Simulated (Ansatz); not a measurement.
# Sr2IrS4: relaxing a made-up structure, part 2 of 2

Starting from a made-up structure for Sr2IrS4, the aim is the relaxed cell, its shortest contacts and, where a second run follows, its electronic structure.

Ansatz 0.2.0; DFT, PBE, plane-wave PAW, files of the set soft_1, scalar-relativistic, no spin, cell and ions relaxed at zero pressure; PAW set soft_1 (the session's first sound run).

So far: The starting structure; Relaxing cell and atoms. The relaxed cell has a = 4.645, c = 15.200 Å (conventional setting).

## Step 3: Bands of the relaxed cell

With the geometry fixed, one more self-consistent run, with a narrower smearing and the mesh shown in its input, gives the bands, and its pressure, and its forces where symmetry allows any, show how far the geometry depends on these settings.

This step: DFT, PBE, plane-wave PAW, files of the set soft_1, scalar-relativistic, no spin, bands and density of states at the relaxed cell; PAW set soft_1 (Ansatz 0.2.0).

input.yaml reads:

```yaml
crystal:
  lattice:
    - [-2.3227345732, 2.3227345732, 7.6001192538]
    - [2.3227345732, -2.3227345732, 7.6001192538]
    - [2.3227345732, 2.3227345732, -7.6001192538]
  atoms:
    - { symbol: Ir, position: [0.0, 0.0, 0.0] }
    - { symbol: Sr, position: [0.3560964209, 0.3560964209, 0.0] }
    - { symbol: Sr, position: [0.6439035791, 0.6439035791, 0.0] }
    - { symbol: S, position: [0.1634644152, 0.1634644152, 0.0] }
    - { symbol: S, position: [0.8365355848, 0.8365355848, 0.0] }
    - { symbol: S, position: [0.5, 0.0, 0.5] }
    - { symbol: S, position: [0.0, 0.5, 0.5] }
kpoints:
  mp_grid: { grid: [10, 10, 10] }
  band_path:
    path:
      - [[0.0, 0.0, 0.0], [0.0, 0.0, 0.5], [-0.04670123, 0.04670123, 0.5], [-0.27335062, 0.27335062, 0.27335062], [0.0, 0.0, 0.0], [0.5, 0.5, -0.5], [0.27335062, 0.72664938, -0.27335062], [0.0, 0.5, 0.0], [0.25, 0.25, 0.25], [0.5, 0.5, -0.04670123], [0.5, 0.5, -0.5]]
      - [[0.0, 0.0, 0.5], [0.25, 0.25, 0.25]]
    npoints: 7
scf:
  occupations: { method: fermi_dirac, width: 0.03 }
  n_extra_bands: 11
hamiltonian:
  xc: pbe
  pseudopotentials: { kind: paw, azcp: { folder: soft_1 } }
output:
  forces: true
  stress: true
  write_bands: true
  dos: { projected: true }
  write_density: true
  write_potential: true
  elf: true
  volumetric_format: npy
```

Command:

```console
$ ansatz run input.yaml --threads 4 --pin off --max-ram 10240MiB --backend cpu --events-out ev --progress --plain --runs-dir out
```

Numbers of over 12 decimals in the logs are rounded to 6 here.

The program printed:

```text
[...]
Crystal: 7 atoms, lattice volume = 164.013 Å³
Basis set: ecut = 420 eV, 3193 PW (Γ), FFT grids on a1−a2, a2, a1+a3, exchange–correlation on 90×120×64 points (8 copies of the dense FFT grid, shifted against one another)
Bands: 42, of which v1, the nominal top of the filled ones, is band 31 counted from 1 (30 counted from 0)
Symmetry: 16 space group operations
[...]
k-points: 102 of 1000
[...]
SCF iter   1: F=—  HF=-22645.335331 eV  |F-HF|=—  |Δ(HF+E_count)|=         —  Δρ=6.80e-2  dr2=2.44e1  ethr=3.10e-3  ⟨swp⟩=10.6  Hψ=25889  notcnv=0  defer=9
[...]
SCF iter  11: F=-22641.043214 eV  HF=-22641.043214 eV  |F-HF|=6.15e-9  |Δ(HF+E_count)|=   1.88e-7  Δρ=3.10e-6  dr2=3.14e-8  ethr=1.64e-10  ⟨swp⟩=22.2  Hψ=42166  notcnv=0
SCF 1 converged in 11 iterations: F = -22641.043214 eV  dr2 = 3.14e-8
[...]
NSCF: frozen V_eff on 79 k-points
SCF converged after 11 iterations
Free energy (F): -22641.043214 eV
[...]
Internal energy: -22641.023083 eV  (E = F + TS)
E sigma→0 (E₀):  -22641.033148 eV
Entropy (-TS):   -0.020131 eV (-2.876 meV/atom)
Fermi energy:    7.914612 eV
[...]
--- Forces (eV/Å), atoms counted from 1 ---
  atom   1  Ir     0.00000000     0.00000000     0.00000000
  atom   2  Sr     0.00000000    -0.00000000     0.00190717
  atom   3  Sr    -0.00000000     0.00000000    -0.00190717
  atom   4  S      0.00000000     0.00000000     0.00610169
  atom   5  S      0.00000000     0.00000000    -0.00610169
  atom   6  S      0.00000000     0.00000000    -0.00000000
  atom   7  S     -0.00000000     0.00000000    -0.00000000
  max |Σ_I F_I| component: 1.41e-17 eV/Å
--- Stress (GPa, compression-positive) ---
       -0.196982       0.000000       0.000000
        0.000000      -0.196982       0.000000
       -0.000000       0.000000       0.082003
  P = ⅓ Tr σ = -0.1040 GPa (-1.040 kbar)
--- Band table (eV; the first three rows and the last of 102) ---
  k-point 0: bands = [... 27 lower, 7.3215, 7.3215, 7.3405, 7.4434, 7.4434, 8.0051, 10.9129, 11.8134, ... 7 higher]
  k-point 1: bands = [... 27 lower, 7.1134, 7.2300, 7.2441, 7.3963, 8.1309, 8.5115, 11.2805, 11.8741, ... 7 higher]
  k-point 2: bands = [... 27 lower, 7.0068, 7.0931, 7.1736, 7.5111, 9.2613, 9.5995, 11.8677, 12.1017, ... 7 higher]
  k-point 101: bands = [... 27 lower, 6.8280, 7.1622, 7.1622, 7.8843, 7.8843, 8.5681, 10.8362, 10.9023, ... 7 higher]
```

Run time: 17 s. Hardware: 4 threads of Arm Neoverse V2, shared host; peak memory 0.84 GiB; 68 s of CPU time.

Reading the cycles: dr2 is the Hartree energy of the density residual (eV), the measure of convergence; HF is the Harris–Foulkes estimate of the energy, which meets the free energy F at convergence.

This step gave:

```
free energy             : -22641.0432 eV
energy at zero smearing : -22641.0331 eV
smearing term TS        : 0.02013 eV
Fermi energy            : 7.915 eV
pressure                : -0.1040 GPa
```

bands.tsv at the labelled points (eV, zero at the Fermi level; the bands that come nearest the Fermi level along the path):

| point | band 27 | band 28 | band 29 | band 30 | band 31 | band 32 | band 33 | band 34 |
| --- | --- | --- | --- | --- | --- | --- | --- | --- |
| Γ | -1.08 | -0.59 | -0.59 | -0.57 | -0.47 | -0.47 | 0.09 | 3.00 |
| X | -0.30 | -0.11 | -0.09 | 0.20 | 0.21 | 2.50 | 3.91 | 4.22 |
| Y | -0.30 | -0.18 | -0.12 | 0.16 | 0.17 | 2.50 | 3.95 | 4.25 |
| S | -1.05 | -0.82 | -0.49 | -0.27 | 0.14 | 0.15 | 2.76 | 4.53 |
| Γ | -1.08 | -0.59 | -0.59 | -0.57 | -0.47 | -0.47 | 0.09 | 3.00 |
| Z | -1.50 | -1.09 | -0.75 | -0.75 | -0.03 | -0.03 | 0.65 | 2.92 |
| S1 | -1.05 | -0.82 | -0.49 | -0.27 | 0.14 | 0.15 | 2.76 | 4.53 |
| N | -1.07 | -1.02 | -0.53 | -0.27 | 0.16 | 0.19 | 2.73 | 4.78 |
| P | -0.63 | -0.11 | -0.05 | 0.20 | 0.20 | 2.38 | 4.38 | 4.38 |
| Y1 | -0.30 | -0.18 | -0.12 | 0.16 | 0.17 | 2.50 | 3.95 | 4.25 |
| Z | -1.50 | -1.09 | -0.75 | -0.75 | -0.03 | -0.03 | 0.65 | 2.92 |
| X | -0.30 | -0.11 | -0.09 | 0.20 | 0.21 | 2.50 | 3.91 | 4.22 |
| P | -0.63 | -0.11 | -0.05 | 0.20 | 0.20 | 2.38 | 4.38 | 4.38 |

Counts of states for the cell as run, both spins, by energy window (eV from the Fermi level):

```
from  to  total
  -8  -7   0.14
  -7  -6   1.37
  -6  -5   1.74
  -5  -4   6.55
  -4  -3   2.78
  -3  -2   2.16
  -2  -1   6.23
  -1   0   8.11
   0   1   2.00
   1   2   0.89
   2   3   1.43
   3   4   1.42
   4   5   6.02
```

Below -8 eV lie 32.0 more states.

ELF in the ac plane of the conventional cell at fractional y = 0.000, with atoms of Ir and Sr and S within 0.2 Å of it. It is the smooth field of the valence electrons, not physical close to the nuclei.

Ten even steps from '0' (0.02) to '9' (0.87), each cell a mean:
```
56437854685355
43323688742234
87641122113578
15996200148982
47997300158995
66653100024666
33100000000123
88730000001688
27960000002894
88621244321478
21137999985112
00279932699510
00279954798410
43125788863124
78830122201688
27960000002895
88620000000478
22110000000122
78874100036788
26997300158994
36985100036984
77531234312467
34324788863234
56437732585355
```
Columns run along a (4.6 Å), rows up along c (15.2 Å), edges of the conventional cell, whose origin can differ from the input's. Atoms in or near the plane, at fractional coordinates: Ir at (0.00, 0.00), Sr at (0.00, 0.36), Sr at (0.00, 0.64), S at (0.00, 0.16), S at (0.00, 0.84), S at (0.50, 0.50), S at (0.50, 0.00).

Valence density in the ac plane of the conventional cell at fractional y = 0.000, with atoms of Ir and Sr and S within 0.2 Å of it. It is the smooth field of the valence electrons, not physical close to the nuclei.

Values in e/Å³, 24 rows by 14 columns, each cell a mean:
```
6.9 4.9 1.7 0.6 0.6 0.9 0.9 0.8 1.0 0.8 0.5 0.9 3.1 6.2
1.0 0.7 0.4 0.2 0.2 0.3 0.5 0.5 0.4 0.3 0.2 0.3 0.5 0.9
0.9 0.7 0.4 0.2 0.1 0.1 0.1 0.1 0.1 0.1 0.1 0.3 0.6 0.8
0.5 1.0 0.9 0.4 0.1 0.1 0.0 0.0 0.0 0.1 0.2 0.6 1.1 0.7
0.8 1.0 0.7 0.3 0.1 0.1 0.0 0.0 0.0 0.1 0.2 0.5 0.9 0.9
0.4 0.4 0.2 0.1 0.1 0.0 0.0 0.0 0.0 0.0 0.1 0.2 0.3 0.4
0.3 0.2 0.1 0.1 0.0 0.0 0.0 0.0 0.0 0.0 0.0 0.1 0.2 0.3
2.1 1.7 0.8 0.2 0.1 0.0 0.0 0.0 0.0 0.0 0.1 0.4 1.3 2.0
1.9 2.6 1.5 0.4 0.1 0.0 0.0 0.0 0.0 0.0 0.2 0.8 2.2 2.3
1.8 1.4 0.6 0.2 0.1 0.1 0.1 0.1 0.1 0.1 0.1 0.3 1.0 1.6
0.2 0.1 0.1 0.1 0.3 0.5 0.7 0.7 0.6 0.4 0.2 0.1 0.1 0.2
0.0 0.0 0.1 0.2 0.6 1.1 0.8 0.6 1.1 0.9 0.4 0.1 0.1 0.0
0.0 0.1 0.1 0.2 0.5 1.0 1.0 0.8 1.1 0.8 0.3 0.1 0.1 0.0
0.4 0.3 0.2 0.1 0.2 0.3 0.5 0.5 0.4 0.3 0.1 0.1 0.2 0.3
2.2 1.9 0.9 0.2 0.1 0.1 0.1 0.1 0.1 0.1 0.1 0.5 1.4 2.1
2.0 2.6 1.5 0.4 0.1 0.0 0.0 0.0 0.0 0.0 0.2 0.8 2.2 2.4
1.6 1.2 0.5 0.1 0.0 0.0 0.0 0.0 0.0 0.0 0.1 0.3 0.8 1.4
0.2 0.2 0.1 0.1 0.0 0.0 0.0 0.0 0.0 0.0 0.0 0.1 0.1 0.2
0.6 0.5 0.3 0.2 0.1 0.0 0.0 0.0 0.0 0.0 0.1 0.2 0.4 0.6
0.6 1.0 0.9 0.4 0.1 0.1 0.0 0.0 0.0 0.1 0.2 0.6 1.0 0.8
0.7 1.0 0.8 0.3 0.1 0.1 0.0 0.0 0.0 0.1 0.2 0.5 1.0 0.9
0.7 0.6 0.3 0.2 0.1 0.1 0.1 0.1 0.1 0.1 0.1 0.2 0.5 0.7
1.9 1.3 0.6 0.3 0.3 0.5 0.7 0.7 0.6 0.4 0.3 0.4 0.9 1.7
8.4 6.1 2.1 0.7 0.7 1.0 0.8 0.6 1.0 0.9 0.6 1.0 4.0 7.7
```
Columns run along a (4.6 Å), rows up along c (15.2 Å), edges of the conventional cell, whose origin can differ from the input's. Atoms in or near the plane, at fractional coordinates: Ir at (0.00, 0.00), Sr at (0.00, 0.36), Sr at (0.00, 0.64), S at (0.00, 0.16), S at (0.00, 0.84), S at (0.50, 0.50), S at (0.50, 0.00).

Electrostatic potential energy in the ac plane of the conventional cell at fractional y = 0.000, with atoms of Ir and Sr and S within 0.2 Å of it. With pseudopotentials it is smooth inside the atoms' cores, unlike the true potential.

Ten even steps from '_' (-73 eV) to '@' (12 eV), each cell a mean:
```
..::**%%%%**++++++##%%##==..
##%%@@@@@@@@%%%%@@@@@@@@%%##
##%%@@@@@@@@@@@@@@@@@@@@%%##
++==##@@@@@@@@@@@@@@@@%%++++
++++%%@@@@@@@@@@@@@@@@@@**++
%%@@@@@@@@@@@@@@@@@@@@@@@@@@
%%%%@@@@@@@@@@@@@@@@@@@@@@%%
::--##%%@@@@@@@@@@@@@@%%++::
____++%%@@@@@@@@@@@@%%##..__
--++##@@@@@@@@@@@@@@@@%%**==
@@@@@@@@@@%%####%%@@@@@@@@@@
@@@@@@@@%%++==++==##@@@@@@@@
@@@@@@@@%%**++++++##@@@@@@@@
%%%%@@@@@@@@%%%%@@@@@@@@%%%%
..--##%%@@@@@@@@@@@@@@%%++::
____++%%@@@@@@@@@@@@%%##..__
==**%%@@@@@@@@@@@@@@@@%%##==
@@@@@@@@@@@@@@@@@@@@@@@@@@@@
##%%@@@@@@@@@@@@@@@@@@@@@@%%
++++##@@@@@@@@@@@@@@@@%%++++
++++##@@@@@@@@@@@@@@@@%%**++
%%%%@@@@@@@@@@@@@@@@@@@@@@%%
**##%%@@@@%%####%%@@@@@@##**
__..++%%%%++==++==##%%##--..
```
Columns run along a (4.6 Å; values clipped at the 3rd and 97th percentile), rows up along c (15.2 Å), edges of the conventional cell, whose origin can differ from the input's. Atoms in or near the plane, at fractional coordinates: Ir at (0.00, 0.00), Sr at (0.00, 0.36), Sr at (0.00, 0.64), S at (0.00, 0.16), S at (0.00, 0.84), S at (0.50, 0.50), S at (0.50, 0.00).

## Step 4: Outcome

| Quantity | Value |
| --- | --- |
| space group, relaxed | I4/mmm |
| conventional cell | a = 4.645, b = 4.645, c = 15.200 Å; α = 90.0°, β = 90.0°, γ = 90.0° |
| volume per atom | 23.43 Å³ (guess 21.71) |

Sr2IrS4 relaxes to I4/mmm with a = 4.645, b = 4.645 and c = 15.200 Å. The guessed volume was 7 % too small. The space group I4/mmm was held in the relaxation, so the end point is a stationary structure within it and may be a saddle against distortions or other arrangements. Bands cross the Fermi level, so it is a metal or semimetal at this level. The electron count is odd, which forces that without spin polarisation or a larger cell. On the 10×10×10 mesh with the narrower smearing (relaxed on 8×8×8) the largest force component is 0.006 eV/Å and the largest stress component is 0.197 GPa, against the relaxation's thresholds of 0.015 eV/Å and 0.05 GPa. The cutoff wasn't tested. Spin-orbit coupling is left out, which can matter for elements this heavy. No dispersion term is used, so weakly bound directions may come out too long. The runs have no spin, and magnetism wasn't tested. Nothing here tests whether the compound is stable against decomposition.

[Logs are printed without paths, hosts, clocks, repeated set-up lines and the standing remarks that a program may print on its own settings, such as how far it seeks lower states.]

[Hosts, paths, dates, database ids (printed as entryN), source tags and the programs' standing remarks are cut or masked in the printed files.]
